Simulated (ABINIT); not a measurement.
# SrCl2 (Fm-3m): G0W0 in ABINIT against the screening cutoff in the self-energy, part 2 of 2

How does the gap of SrCl2 (Fm-3m) converge in the screening cutoff in the self-energy?

ABINIT 10.8.3; PBE and many-body steps on it, plane waves. Known limits of the many-body steps: not at the basis limit; no spin-orbit coupling; coarse k mesh.

So far. Step 2 (Screening, 2×2×2 mesh, 149 bands, screening to 176.9 eV): Local fields lower ε∞ by 15 %. On a Γ-centred mesh this coarse the value itself is usually too large, while a short band sum pulls it down. Step 5 (2.3 Ha): The gap on the mesh goes from 5.34 eV to 7.21 eV, a correction of +1.87 eV.

## Step 6: 3.2 Ha

Level of this step: G0W0 on PBE, plane waves, norm-conserving pseudopotentials (ABINIT).

run.abi

```
acell 3*1.0 Angstrom
rprim 
  -0.000000000000 3.488350000000 3.488350000000
  3.488350000000 -0.000000000000 3.488350000000
  3.488350000000 3.488350000000 -0.000000000000
ntypat 2
znucl 38 17
natom 3
typat 1 2 2
xred 
  0.000000000000 0.000000000000 0.000000000000
  0.250000000000 0.250000000000 0.250000000000
  0.750000000000 0.750000000000 0.750000000000
pp_dirpath "pseudos"
pseudos "Sr.upf, Cl.upf"
ecut 28
ngkpt 2 2 2
nshiftk 1
shiftk 0 0 0
kptopt 1
chksymbreak 0
istwfk *1
occopt 1
irdwfk 1
optdriver 4
nband 149
gwcalctyp 0
ecutsigx 28
symsigma 1
nkptgw 2
kptgw 
  0.5000000000 0.5000000000 0.0000000000
  0.0000000000 0.0000000000 0.0000000000
bdgw 
  10 14
  10 15
ecuteps 3.2
irdscr 1
ppmodel 1
indata_prefix "in"
outdata_prefix "out"
tmpdata_prefix "tmp"
```

Started as:

```bash
$ OMP_NUM_THREADS=1 mpirun -n 4 abinit run.abi > log
```

The program printed:

```text
.Version 10.8.3 of ABINIT. v10.8.2 released Aug 2026.

 Symmetries : space group Fm -3 m (#225); Bravais cF (face-center cubic)
[... echo of the input left out ...]
== DATASET  1 ==================================================================
-   mpi_nproc: 4, omp_nthreads: 1 (-1 if OMP is not activated)

--- !DatasetInfo
iteration_state: {dtset: 1, }
dimensions: {natom: 3, nkpt: 3, mband: 149, nsppol: 1, nspinor: 1, nspden: 1, mpw: 4088, }
cutoff_energies: {ecut:  28.0, pawecutdg:  -1.0, }
[...]
Band     E0 <VxcDFT>   SigX SigC(E0)      Z dSigC/dE  Sig(E)    E-E0       E
[...]
14   7.776  -9.730  -4.691  -3.333   0.857  -0.167  -8.269   1.461   9.237
       15   7.776  -9.730  -4.691  -3.333   0.857  -0.167  -8.269   1.461   9.237

== END DATASET(S) ==============================================================
================================================================================

 -outvars: echo values of variables after computation  --------
           etotal      0.0000000000E+00
            nband         149
             nkpt           3
          spgroup         225
 [... the other variables as echoed above ...]

 Calculation completed.
```

Elapsed: 5.1 s, on 4 MPI ranks of Arm Neoverse V1, shared host; peak memory 0.58 GiB.

Numbers from this step:

* G0W0 gap on the points computed: 7.308 eV
* starting gap on the mesh: 5.343 eV
* k of the valence top: 0.5, 0.5, 0
* k of the conduction bottom: 0, 0, 0
* least direct G0W0 gap on the computed points: 7.705 eV

Against the run before, the gap moves by +0.093 eV.

## Step 7: 4.9 Ha

Changes to run.abi since step 6:

```diff
@@ -36,3 +36,3 @@
   10 15
-ecuteps 3.2
+ecuteps 4.9
 irdscr 1
```

The program printed:

```text
.Version 10.8.3 of ABINIT. v10.8.2 released Aug 2026.

 Symmetries : space group Fm -3 m (#225); Bravais cF (face-center cubic)
[... echo of the input left out ...]
== DATASET  1 ==================================================================
-   mpi_nproc: 4, omp_nthreads: 1 (-1 if OMP is not activated)

--- !DatasetInfo
iteration_state: {dtset: 1, }
dimensions: {natom: 3, nkpt: 3, mband: 149, nsppol: 1, nspinor: 1, nspden: 1, mpw: 4088, }
cutoff_energies: {ecut:  28.0, pawecutdg:  -1.0, }
[...]
Band     E0 <VxcDFT>   SigX SigC(E0)      Z dSigC/dE  Sig(E)    E-E0       E
[...]
14   7.776  -9.730  -4.691  -3.320   0.856  -0.168  -8.259   1.471   9.247
       15   7.776  -9.730  -4.691  -3.320   0.856  -0.168  -8.259   1.471   9.247

== END DATASET(S) ==============================================================
================================================================================

 -outvars: echo values of variables after computation  --------
           etotal      0.0000000000E+00
            nband         149
             nkpt           3
          spgroup         225
 [... the other variables as echoed above ...]

 Calculation completed.
```

It took 9.3 s on 4 MPI ranks; peak memory 0.71 GiB.

Numbers from this step:

- G0W0 gap on the points computed: 7.359 eV
- starting gap on the mesh: 5.343 eV
- k of the valence top: 0.5, 0.5, 0
- k of the conduction bottom: 0, 0, 0
- least direct G0W0 gap on the computed points: 7.751 eV

Against the run before, the gap moves by +0.051 eV.

## Step 8: 6.5 Ha

Changes to run.abi since step 7:

```diff
@@ -36,3 +36,3 @@
   10 15
-ecuteps 4.9
+ecuteps 6.5
 irdscr 1
```

The program printed:

```text
.Version 10.8.3 of ABINIT. v10.8.2 released Aug 2026.

 Symmetries : space group Fm -3 m (#225); Bravais cF (face-center cubic)
[... echo of the input left out ...]
== DATASET  1 ==================================================================
-   mpi_nproc: 4, omp_nthreads: 1 (-1 if OMP is not activated)

--- !DatasetInfo
iteration_state: {dtset: 1, }
dimensions: {natom: 3, nkpt: 3, mband: 149, nsppol: 1, nspinor: 1, nspden: 1, mpw: 4088, }
cutoff_energies: {ecut:  28.0, pawecutdg:  -1.0, }
[...]
Band     E0 <VxcDFT>   SigX SigC(E0)      Z dSigC/dE  Sig(E)    E-E0       E
[...]
14   7.776  -9.730  -4.691  -3.321   0.856  -0.169  -8.260   1.469   9.245
       15   7.776  -9.730  -4.691  -3.321   0.856  -0.169  -8.260   1.469   9.245

== END DATASET(S) ==============================================================
================================================================================

 -outvars: echo values of variables after computation  --------
           etotal      0.0000000000E+00
            nband         149
             nkpt           3
          spgroup         225
 [... the other variables as echoed above ...]

 Calculation completed.
```

Run time: 17 s. Hardware: 4 MPI ranks; peak memory 0.93 GiB; 69 s of CPU time.

Numbers from this step:

* G0W0 gap on the points computed: 7.364 eV
* starting gap on the mesh: 5.343 eV
* k of the valence top: 0.5, 0.5, 0
* k of the conduction bottom: 0, 0, 0
* least direct G0W0 gap on the computed points: 7.755 eV

Against the run before, the gap moves by +0.005 eV.

## Step 9: The runs together

Times are wall times on 4 MPI ranks of Arm Neoverse V1, shared host, good to a factor of about two. A run's time includes the screening step that it read.

```tsv
run	mesh	bands	screening cutoff (eV)	DFT gap (eV)	gap on the mesh (eV)	direct (eV)	ε∞ used	time
0.7 Ha	2×2×2	149	19	5.343	7.424	7.831	2.90	13 s
1.3 Ha	2×2×2	149	35.4	5.343	7.129	7.530	2.90	13 s
2.3 Ha	2×2×2	149	62.6	5.343	7.215	7.617	2.90	14 s
3.2 Ha	2×2×2	149	87.1	5.343	7.308	7.705	2.90	15 s
4.9 Ha	2×2×2	149	133.3	5.343	7.359	7.751	2.90	19 s
6.5 Ha	2×2×2	149	176.9	5.343	7.364	7.755	2.90	28 s
```

## Step 10: Outcome

* 0.7 Ha: 7.424 eV
* 1.3 Ha: 7.129 eV
* 2.3 Ha: 7.215 eV
* 3.2 Ha: 7.308 eV
* 4.9 Ha: 7.359 eV
* 6.5 Ha: 7.364 eV
* known limits: not at the basis limit; no spin-orbit coupling; coarse k mesh

What this shows: The setting moved: screening cutoff in the self-energy. From 0.7 Ha to 6.5 Ha the gap moves by −0.06 eV, for 2.1 times the time, not steadily: it passes through 7.13 eV. It holds to 0.03 eV from 4.9 Ha on. Bands and screening cutoff are coupled, so a series along one setting does not show full convergence. Bands and cutoff are finite, so the gap is not at the basis limit. The miss can reach some tenths of an eV and take either sign; the mesh is an error of its own. In the first G0W0 run levels were corrected at 2 k points alone, so a gap called «on the mesh» is the least over those, and an edge elsewhere would be missed. The 2×2×2 mesh is coarse for this cell, which bears on the long-range parts of exchange and screening. The many-body steps are scalar-relativistic: spin-orbit coupling is not in them.

[Paths, hosts, dates, memory and timing lines, banners, echoed tables and standing remarks are left out of the program output.]

[Logs are printed without paths, hosts, clocks, repeated set-up lines and the standing remarks that a program may print on its own settings, such as how far it seeks lower states.]

[Runs of the session that timed out or met a known fault of the program may be left out.]

[No measured gap is set beside runs whose start may be inverted or whose files or cutoffs have a known fault.]

[Hosts, paths, dates, database ids (printed as entryN), source tags and the programs' standing remarks are cut or masked in the printed files.]

[G0W0 gaps are taken among the corrected bands and points alone; a level outside them can change the order at an edge.]

[Where Ansatz stands beside ABINIT at settings called matched, ABINIT's density can come from a denser mesh and the files from another edition; pairs whose starting gaps differed by over 0.03 eV were left out, so agreement reads better than it is.]
